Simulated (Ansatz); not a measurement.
# In2O2 monolayer in a perpendicular field, part 2 of 4

Aim: how the In2O2 monolayer screens a field along its normal, and what the field does to its bands. A positive field points along +c.

Ansatz 0.2.0; plane-wave DFT, PBE-D3(BJ), Ansatz PAW (the session's first sound run).

So far. Step 2 (Relaxing the slab): The lattice constant a goes from 3.292 to 3.429 Å.

### 3. Atoms held, field 0

A sawtooth potential applies the field, turning back in the middle of the vacuum. With the dipole correction the typed value is the field outside the slab. The induced dipole is small, so the SCF threshold is tight.

The cell differs from the one that the last finished run ended in (c 33.147 → 22.435 Å).

input.yaml reads:

```yaml
crystal:
  lattice:
    - [3.4290091789, 0.0, 0.0]
    - [-1.7145045894, 2.9696090587, 0.0]
    - [0.0, 0.0, 22.4352856066]
  atoms:
    - { symbol: O, position: [0.3333333333, 0.6666666667, 0.4011537966] }
    - { symbol: In, position: [0.0, 0.0, 0.4367395149] }
    - { symbol: In, position: [0.0, 0.0, 0.5632604851] }
    - { symbol: O, position: [0.3333333333, 0.6666666667, 0.5988462034] }
kpoints:
  mp_grid: { grid: [18, 18, 1] }
  band_path:
    path: [[0, 0, 0], [0.5, 0, 0], [0.33333333, 0.33333333, 0], [0, 0, 0]]
    npoints: 16
hamiltonian:
  xc: pbe
  dispersion: d3bj
scf:
  occupations: { method: fermi_dirac, width: 0.05 }
  convergence: { dr2_threshold: 1.0e-10 }
efield:
  axis: 3
  dipole_correction: true
  ramp_position: 0.97
  ramp_width: 0.06
  amplitude: 0
output:
  dos: { projected: true, e_range: [-6, 5] }
  bader: true
  write_potential: true
  write_density: true
  volumetric_format: npy
  elf: true
```

The run is started by

```sh
$ ansatz run input.yaml --threads 2 --pin off --max-ram 3072MiB --backend cpu --events-out ev --progress --plain --runs-dir out
```

Numbers of over 12 decimals in the logs are rounded to 6 here.

What it wrote:

```text
[...]
Crystal: 4 atoms, lattice volume = 228.454 Å³
Basis set: ecut = 420 eV, 4431 PW (Γ)
Bands: 23, of which v1, the nominal top of the filled ones, is band 19 counted from 1 (18 counted from 0)
Symmetry: 6 space group operations
k-points: 37 of 324 (time reversal used)
[...]
SCF iter   1: F=—  HF=-12330.527980 eV  |F-HF|=—  |Δ(HF+E_count)|=         —  Δρ=4.59e-3  dr2=6.40e-2  ethr=1.77e-3  p=0.000 e·Å  D=8.52e-14 V/Å  ΔV_dip=-0.00 eV  dr2_dipole=9.33e-10  V_vac-E_F(+/−)=6.11/6.11 eV  ⟨swp⟩=7.8  Hψ=4768  notcnv=0
efield: sawtooth ramp at fractional position 0.9700 (set: `efield.ramp_position`, or a place that a band, a saddle search or an elastic batch's reference lends), width 0.0600; the density the first Hamiltonian is built on has a dipole p = 0.000 e·Å; the dipole correction subtracts the counter field D = 8.52e-14 V/Å, which shifts the + side's vacuum level by -0.00 eV against the − side's; the planar-averaged density in the ramp window peaks in size at 3.1e-6 e/Å³
[...]
SCF iter   2: F=—  HF=-12330.534797 eV  |F-HF|=—  |Δ(HF+E_count)|=   6.82e-3  Δρ=5.64e-3  dr2=9.35e-2  ethr=1.68e-4  p=-0.000 e·Å  D=-1.92e-5 V/Å  ΔV_dip=0.00 eV  dr2_dipole=1.25e-7  V_vac-E_F(+/−)=6.05/6.05 eV  ⟨swp⟩=2.9  Hψ=2125  notcnv=0
[...]
SCF iter  11: F=-12330.517019 eV  HF=-12330.517019 eV  |F-HF|=7.82e-11  |Δ(HF+E_count)|=  2.58e-10  Δρ=7.28e-8  dr2=1.23e-11  ethr=1.00e-12  p=-0.000 e·Å  D=-1.21e-7 V/Å  ΔV_dip=0.00 eV  dr2_dipole=2.35e-13  V_vac-E_F(+/−)=6.21/6.21 eV  ⟨swp⟩=4.4  Hψ=2346  notcnv=0
SCF 1 converged in 11 iterations: F = -12330.517019 eV  dr2 = 1.23e-11
[...]
NSCF: frozen V_eff on 49 k-points
efield: sawtooth ramp at fractional position 0.9700 (kept from the solve that this one continues, or follows in the run), width 0.0600; the density the first Hamiltonian is built on has a dipole p = -0.000 e·Å; the dipole correction subtracts the counter field D = -1.21e-7 V/Å, which shifts the + side's vacuum level by +0.00 eV against the − side's; the planar-averaged density in the ramp window peaks in size at 2.0e-6 e/Å³
[...]
SCF converged after 11 iterations
Free energy (F): -12330.517019 eV
[...]
Internal energy: -12330.516780 eV  (E = F + TS)
E sigma→0 (E₀):  -12330.516899 eV
Entropy (-TS):   -0.000239 eV (-0.060 meV/atom)
Fermi energy:    -1.911161 eV
Dipole field:    D = 0.000000 V/Å  (p = 0.000001 e·Å, saw-weighted, corrected)
Work function:   Φ+ = 6.2082 eV   Φ− = 6.2083 eV
Levels:          The Fermi level and band energies are counted from a zero that moves with the ramp; work functions are not
[...]
--- Band table (eV; the first three rows and the last of 37) ---
  k-point 0: bands = [... 15 lower, -3.8983, -3.8655, -3.8655, -2.9325, -1.7617, 1.1485, 3.8770, 4.0641]
  k-point 1: bands = [... 15 lower, -3.9886, -3.9260, -3.8911, -2.8767, -1.6006, 1.2512, 3.9174, 4.1169]
  k-point 2: bands = [... 15 lower, -4.2318, -4.0056, -3.9644, -2.7661, -1.2091, 1.5316, 4.0368, 4.2753]
  k-point 36: bands = [... 15 lower, -5.8911, -4.3228, -4.0481, -2.1999, 1.1190, 2.2734, 2.9209, 4.3402]
--- Bader charges: 4 sites ---
  site symbol  charge [e]  shift [e]
     0      O     -1.1558     0.0013
     1     In      1.1558     0.0013
     2     In      1.1558     0.0013
     3      O     -1.1558     0.0013
  estimated error of the sums over rays = 2.7e-4 e
```

Elapsed: 67 s, on 2 threads of Arm Neoverse N1, shared host; peak memory 0.52 GiB; 1.7 min of CPU time.

The column dr2 measures how far the density is from self-consistency, as an energy; F and HF (Harris–Foulkes) agree once it is small.

This step gave:

| Property | Result |
| --- | --- |
| energy at zero smearing | -12330.5169 eV |
| dipole along the normal | 6.18e-7 e·Å |
| gap along the path | 0.4382 eV |
| smallest direct gap along the path | 1.171 eV |
| ionisation energy, upper face | 6.497 eV |
| electron affinity, upper face | 6.059 eV |
| gap, the smaller of path and mesh | 0.4382 eV |

Running mean over a fixed 2.5 Å (it still follows the layers) of the planar mean; the ramp of the sawtooth is left out. Table of electron's electrostatic potential energy less the Fermi level by z:

z (Å), electron's electrostatic potential energy less the Fermi level (eV) and a bar from the least value:
```
     2.99       6.21 ##############################
     3.44       6.21 ##############################
     3.89       6.21 ##############################
     4.34       6.21 ##############################
     4.79       6.21 ##############################
     5.23       6.21 ##############################
     5.68       6.21 ##############################
     6.13       6.20 ##############################
     6.58       6.15 ##############################
     7.03       5.97 #############################
     7.48       5.01 ###########################
     7.93       2.68 #####################
     8.38      -0.35 ##############
     8.82      -3.19 #######
     9.27      -5.30 ##
     9.72      -6.03 
    10.17      -5.29 ##
    10.62      -3.65 ######
    11.07      -2.81 ########
    11.37      -2.81 ########
    11.82      -3.65 ######
    12.26      -5.29 ##
    12.71      -6.03 
    13.16      -5.30 ##
    13.61      -3.19 #######
    14.06      -0.35 ##############
    14.51       2.68 #####################
    14.96       5.01 ###########################
    15.41       5.97 #############################
    15.85       6.15 ##############################
    16.30       6.20 ##############################
    16.75       6.21 ##############################
    17.20       6.21 ##############################
    17.65       6.21 ##############################
    18.10       6.21 ##############################
    18.55       6.21 ##############################
    19.00       6.21 ##############################
    19.44       6.21 ##############################
```

The density of states has structure finer than the step of the table below, so its rows give means over 0.2 eV, whole bins alone (the curve runs from -6 to 2.13 eV). Peaks (eV: height): -5.64: 10.7, -3.30: 11.6, -2.80: 10.2, -2.53: 6.48, -2.39: 12.5, -2.28: 10.1, -0.51: 15.2.

Table of density of states by energy, zero at the Fermi level of the run, which the smearing sets inside the gap; means over each step:

| energy (eV) | density of states (states/eV a cell) |
| --- | --- |
| -5.8 | 4.38 |
| -5.6 | 4.31 |
| -5.4 | 1.16 |
| -5.2 | 2.54 |
| -5.0 | 1.33 |
| -4.8 | 0.872 |
| -4.6 | 0.679 |
| -4.4 | 0.575 |
| -4.2 | 0.870 |
| -4.0 | 1.10 |
| -3.8 | 1.58 |
| -3.6 | 1.85 |
| -3.4 | 3.79 |
| -3.2 | 4.34 |
| -3.0 | 2.96 |
| -2.8 | 6.71 |
| -2.6 | 5.00 |
| -2.4 | 6.84 |
| -2.2 | 6.81 |
| -2.0 | 1.24 |
| -1.8 | 0 |
| -1.6 | 0 |
| -1.4 | 0 |
| -1.2 | 0 |
| -1.0 | 0.274 |
| -0.8 | 1.05 |
| -0.6 | 4.29 |
| -0.4 | 4.27 |
| -0.2 | 0.0623 |
| 0.0 | 0 |
| 0.2 | 0.0804 |
| 0.4 | 0.160 |
| 0.6 | 0.187 |
| 0.8 | 0.206 |
| 1.0 | 0.231 |
| 1.2 | 0.254 |
| 1.4 | 0.277 |
| 1.6 | 0.302 |
| 1.8 | 0.326 |
| 2.0 | 0.463 |

Projected DOS per atom over height of the atomic layer and energy from the Fermi level. Layers: O In In O from below.

Values in states/eV, 22 rows by 4 columns, each cell a mean:
```
0.10 0.17 0.17 0.10
0.06 0.09 0.09 0.06
0.06 0.07 0.07 0.06
0.05 0.06 0.06 0.05
0.04 0.05 0.05 0.04
0.01 0.02 0.02 0.01
0.15 0.29 0.29 0.15
1.23 0.77 0.77 1.23
0.15 0.03 0.03 0.15
0.00 0.00 0.00 0.00
0.00 0.00 0.00 0.00
1.79 0.14 0.14 1.79
2.69 0.37 0.37 2.69
2.11 0.46 0.46 2.11
1.53 0.54 0.54 1.53
0.71 0.25 0.25 0.71
0.43 0.18 0.18 0.43
0.23 0.11 0.11 0.23
0.26 0.13 0.13 0.26
0.65 0.35 0.35 0.65
0.41 0.35 0.35 0.41
1.00 1.24 1.24 1.00
```
Columns: height of the atomic layer (Å) from 9 to 13.4 (not evenly spaced); rows upwards: energy from the Fermi level (eV) from -5.96 to 2.14.

Electronic bands along the path, in eV, zero at the Fermi level of the run, which the smearing sets inside the gap:

```
  point  band 16  band 17  band 18  band 19  band 20  band 21  band 22  band 23
      Γ    -1.99    -1.95    -1.95    -1.02     0.15     3.06     5.79     5.98
halfway    -2.50    -2.44    -2.37    -0.61     2.01     4.13     5.53     6.50
      M    -2.90    -2.79    -2.29    -0.53     2.03     3.99     5.14     6.72
halfway    -3.40    -2.60    -2.19    -0.42     2.50     4.43     5.61     5.66
      K    -3.98    -2.41    -2.14    -0.29     3.03     4.18     4.83     6.25
halfway    -2.77    -2.73    -2.39    -0.55     2.47     4.44     5.33     6.78
      Γ    -1.99    -1.95    -1.95    -1.02     0.15     3.06     5.79     5.98
```

ELF in the ca plane at fractional y = 0.667, with atoms of O within 0.2 Å of it. It is the smooth field of the valence electrons, not physical close to the nuclei.

Ten even steps from '0' (0.00) to '9' (0.86), each cell a mean:
```
00000000000000000000111223454322111000000000
00000000000000000000012233464332210000000000
00000000000000000011221222444222122110000000
00000000000000000246775311222113577642000000
00000000000000001479989631000136989974100000
00000000000000002589848841000148848985200000
00000000000000002479968731000137869974200000
00000000000000001358998421111124899853100000
00000000000000000123442112333211244321000000
```
Columns run along c (16.0 Å, from fractional 0.06 to 0.78 of the cell), rows up along a (3.4 Å). Atoms in or near the plane, at fractional coordinates: O at (0.40, 0.33), O at (0.60, 0.33).

Valence density in the ca plane at fractional y = 0.667, with atoms of O within 0.2 Å of it. It is the smooth field of the valence electrons, not physical close to the nuclei.

Ten steps, logarithmic in the rise over the least value, from '0' (0.0 e/Å³) to '9' (7.0 e/Å³), each cell a mean:
```
00000000000000000001123432222234321100000000
00000000000000000000123443222344321000000000
00000000000000000001233332212233332100000000
00000000000000000012454322111223454210000000
00000000000000000025787421111124787520000000
00000000000000000136998531000135899631000000
00000000000000000136898521101125898631000000
00000000000000000024565421111124565420000000
00000000000000000002333322111223333200000000
```
Columns run along c (16.0 Å, from fractional 0.06 to 0.78 of the cell), rows up along a (3.4 Å). Atoms in or near the plane, at fractional coordinates: O at (0.40, 0.33), O at (0.60, 0.33).

Electrostatic potential energy in the ca plane at fractional y = 0.667, with atoms of O within 0.2 Å of it. With pseudopotentials it is smooth inside the atoms' cores, unlike the true potential.

Ten even steps from '0' (-33 eV) to '9' (5 eV), each cell a mean:
```
99999999999999999999876567888765678999999999
99999999999999999999876557888755678999999999
99999999999999999999887667888766788999999999
99999999999999999999878888898888878999999999
99999999999999999998203889999988302899999999
99999999999999999995000799999997000599999999
99999999999999999996001799999997100699999999
99999999999999999999646888999888646999999999
99999999999999999999987778888877789999999999
```
Columns run along c (16.0 Å, from fractional 0.06 to 0.78 of the cell; values clipped at the 3rd and 97th percentile), rows up along a (3.4 Å). Atoms in or near the plane, at fractional coordinates: O at (0.40, 0.33), O at (0.60, 0.33).

The gap is 0.44 eV, with the valence edge 6.50 eV and the conduction edge 6.06 eV under the upper vacuum level.

### 4. Single point, field 0.05 V/Å

Changes to input.yaml since step 3:

```diff
@@ -26,6 +26,4 @@
   ramp_width: 0.06
-  amplitude: 0
+  amplitude: 0.05
 output:
-  dos: { projected: true, e_range: [-6, 5] }
-  bader: true
   write_potential: true
@@ -33,2 +31 @@
   volumetric_format: npy
-  elf: true
```

What it wrote:

```text
[...]
Crystal: 4 atoms, lattice volume = 228.454 Å³
Basis set: ecut = 420 eV, 4431 PW (Γ)
Bands: 23, of which v1, the nominal top of the filled ones, is band 19 counted from 1 (18 counted from 0)
Symmetry: 6 space group operations
k-points: 37 of 324 (time reversal used)
[...]
--- Band table (eV; the first three rows and the last of 37) ---
  k-point 0: bands = [... 15 lower, -3.9004, -3.8636, -3.8636, -2.9326, -1.7617, 1.1483, 3.8093, 4.1085]
  k-point 1: bands = [... 15 lower, -3.9869, -3.9280, -3.8893, -2.8769, -1.6006, 1.2510, 3.8534, 4.1574]
  k-point 2: bands = [... 15 lower, -4.2311, -4.0073, -3.9629, -2.7662, -1.2092, 1.5314, 3.9829, 4.3045]
  k-point 36: bands = [... 15 lower, -5.8910, -4.3233, -4.0478, -2.1999, 1.1189, 2.2733, 2.9208, 4.3401]
[key lines of the parts left out:]
SCF converged after 12 iterations
Free energy (F): -12330.517407 eV
Fermi energy:    -1.911227 eV
Dipole field:    D = 0.012308 V/Å  (p = 0.015539 e·Å, saw-weighted, corrected)
```

It took 47 s on 2 threads; peak memory 0.51 GiB; 63 s of CPU time.

The dipole is 0.0155 e·Å, and the gap 0.438 eV.

### 5. Single point, field -0.05 V/Å

Changes to input.yaml since step 4:

```diff
@@ -26,3 +26,3 @@
   ramp_width: 0.06
-  amplitude: 0.05
+  amplitude: -0.05
 output:
```

What it wrote:

```text
[...]
Crystal: 4 atoms, lattice volume = 228.454 Å³
Basis set: ecut = 420 eV, 4431 PW (Γ)
Bands: 23, of which v1, the nominal top of the filled ones, is band 19 counted from 1 (18 counted from 0)
Symmetry: 6 space group operations
k-points: 37 of 324 (time reversal used)
[...]
--- Band table (eV; the first three rows and the last of 37) ---
  k-point 0: bands = [... 15 lower, -3.9004, -3.8636, -3.8636, -2.9326, -1.7617, 1.1483, 3.8093, 4.1085]
  k-point 1: bands = [... 15 lower, -3.9869, -3.9280, -3.8893, -2.8769, -1.6006, 1.2510, 3.8534, 4.1574]
  k-point 2: bands = [... 15 lower, -4.2311, -4.0073, -3.9629, -2.7662, -1.2092, 1.5314, 3.9829, 4.3045]
  k-point 36: bands = [... 15 lower, -5.8910, -4.3233, -4.0478, -2.1999, 1.1189, 2.2733, 2.9208, 4.3401]
[key lines of the parts left out:]
SCF converged after 12 iterations
Free energy (F): -12330.517407 eV
Fermi energy:    -1.911227 eV
Dipole field:    D = -0.012308 V/Å  (p = -0.015539 e·Å, saw-weighted, corrected)
```

The job ended after 42 s (2 threads; peak memory 0.5 GiB).

The dipole is -0.0155 e·Å, and the gap 0.438 eV.

### 6. Atoms held, field 0.1 V/Å

Changes to input.yaml since step 5:

```diff
@@ -26,3 +26,3 @@
   ramp_width: 0.06
-  amplitude: -0.05
+  amplitude: 0.1
 output:
```

What it wrote:

```text
[...]
Crystal: 4 atoms, lattice volume = 228.454 Å³
Basis set: ecut = 420 eV, 4431 PW (Γ)
Bands: 23, of which v1, the nominal top of the filled ones, is band 19 counted from 1 (18 counted from 0)
Symmetry: 6 space group operations
k-points: 37 of 324 (time reversal used)
[...]
--- Band table (eV; the first three rows and the last of 37) ---
  k-point 0: bands = [... 15 lower, -3.9056, -3.8589, -3.8589, -2.9331, -1.7619, 1.1477, 3.6783, 4.1690]
  k-point 1: bands = [... 15 lower, -3.9825, -3.9330, -3.8848, -2.8773, -1.6008, 1.2503, 3.7255, 4.2137]
  k-point 2: bands = [... 15 lower, -4.2292, -4.0118, -3.9589, -2.7666, -1.2095, 1.5306, 3.8652, 4.3478]
  k-point 36: bands = [... 15 lower, -5.8906, -4.3247, -4.0470, -2.2002, 1.1186, 2.2730, 2.9204, 4.3399]
[key lines of the parts left out:]
SCF converged after 12 iterations
Free energy (F): -12330.518572 eV
Fermi energy:    -1.911447 eV
Dipole field:    D = 0.024615 V/Å  (p = 0.031076 e·Å, saw-weighted, corrected)
```

It took 34 s on 2 threads; peak memory 0.51 GiB; 63 s of CPU time.

The dipole is 0.0311 e·Å, and the gap 0.438 eV.

### 7. Single point, field 0.2 V/Å

Changes to input.yaml since step 6:

```diff
@@ -26,3 +26,3 @@
   ramp_width: 0.06
-  amplitude: 0.1
+  amplitude: 0.2
 output:
```

What it wrote:

```text
[...]
Crystal: 4 atoms, lattice volume = 228.454 Å³
Basis set: ecut = 420 eV, 4431 PW (Γ)
Bands: 23, of which v1, the nominal top of the filled ones, is band 19 counted from 1 (18 counted from 0)
Symmetry: 6 space group operations
k-points: 37 of 324 (time reversal used)
[...]
--- Band table (eV; the first three rows and the last of 37) ---
  k-point 0: bands = [... 15 lower, -3.9205, -3.8463, -3.8463, -2.9352, -1.7626, 1.1451, 3.3411, 4.0958]
  k-point 1: bands = [... 15 lower, -3.9700, -3.9476, -3.8724, -2.8791, -1.6017, 1.2475, 3.3917, 4.1390]
  k-point 2: bands = [... 15 lower, -4.2223, -4.0256, -3.9474, -2.7680, -1.2107, 1.5273, 3.5428, 4.2671]
  k-point 36: bands = [... 15 lower, -5.8891, -4.3304, -4.0437, -2.2013, 1.1175, 2.2718, 2.9192, 4.3388]
[key lines of the parts left out:]
SCF converged after 12 iterations
Free energy (F): -12330.523234 eV
Fermi energy:    -1.912334 eV
Dipole field:    D = 0.049233 V/Å  (p = 0.062158 e·Å, saw-weighted, corrected)
```

It took 38 s on 2 threads; peak memory 0.51 GiB; 64 s of CPU time.

The dipole is 0.0622 e·Å, and the gap 0.439 eV.

### 8. Single point, field 0.3 V/Å

Changes to input.yaml since step 7:

```diff
@@ -26,4 +26,6 @@
   ramp_width: 0.06
-  amplitude: 0.2
+  amplitude: 0.3
 output:
+  dos: { projected: true, e_range: [-6, 5] }
+  bader: true
   write_potential: true
@@ -31 +33,2 @@
   volumetric_format: npy
+  elf: true
```

What it wrote:

```text
[...]
Crystal: 4 atoms, lattice volume = 228.454 Å³
Basis set: ecut = 420 eV, 4431 PW (Γ)
Bands: 23, of which v1, the nominal top of the filled ones, is band 19 counted from 1 (18 counted from 0)
Symmetry: 6 space group operations
k-points: 37 of 324 (time reversal used)
[...]
k-point 2: bands = [... 15 lower, -4.2126, -4.0423, -3.9344, -2.7705, -1.2126, 1.5216, 3.1471, 4.0206]
  k-point 36: bands = [... 15 lower, -5.8868, -4.3395, -4.0385, -2.2031, 1.1156, 2.2699, 2.9171, 4.3370]
--- Bader charges: 4 sites ---
  site symbol  charge [e]  shift [e]
     0      O     -1.1663     0.0013
     1     In      1.1470     0.0013
     2     In      1.1645     0.0014
     3      O     -1.1453     0.0014
  estimated error of the sums over rays = 4.0e-4 e
[key lines of the parts left out:]
SCF converged after 12 iterations
Free energy (F): -12330.531004 eV
Fermi energy:    -1.913818 eV
Dipole field:    D = 0.073863 V/Å  (p = 0.093253 e·Å, saw-weighted, corrected)
```

Wall time 73 s (2 threads); peak memory 0.51 GiB; 1.9 min of CPU time.

The dipole is 0.0933 e·Å, and the gap 0.439 eV.

(Continued in part 3 of 4.)

[Logs are printed without paths, hosts, clocks, repeated set-up lines and the standing remarks that a program may print on its own settings, such as how far it seeks lower states.]

[Hosts, paths, dates, database ids (printed as entryN), source tags and the programs' standing remarks are cut or masked in the printed files.]

[Maps of the electrostatic potential energy from Ansatz leave out the sawtooth potential of an applied field or a dipole correction, so their vacuum need not be flat; planar profiles and work functions include it.]

[The density of states shown here was stored with 400 of the rows of the run's finer table, so its peaks can read low, often by over a quarter, or be missed, and its means over a window can be off by a tenth or more.]
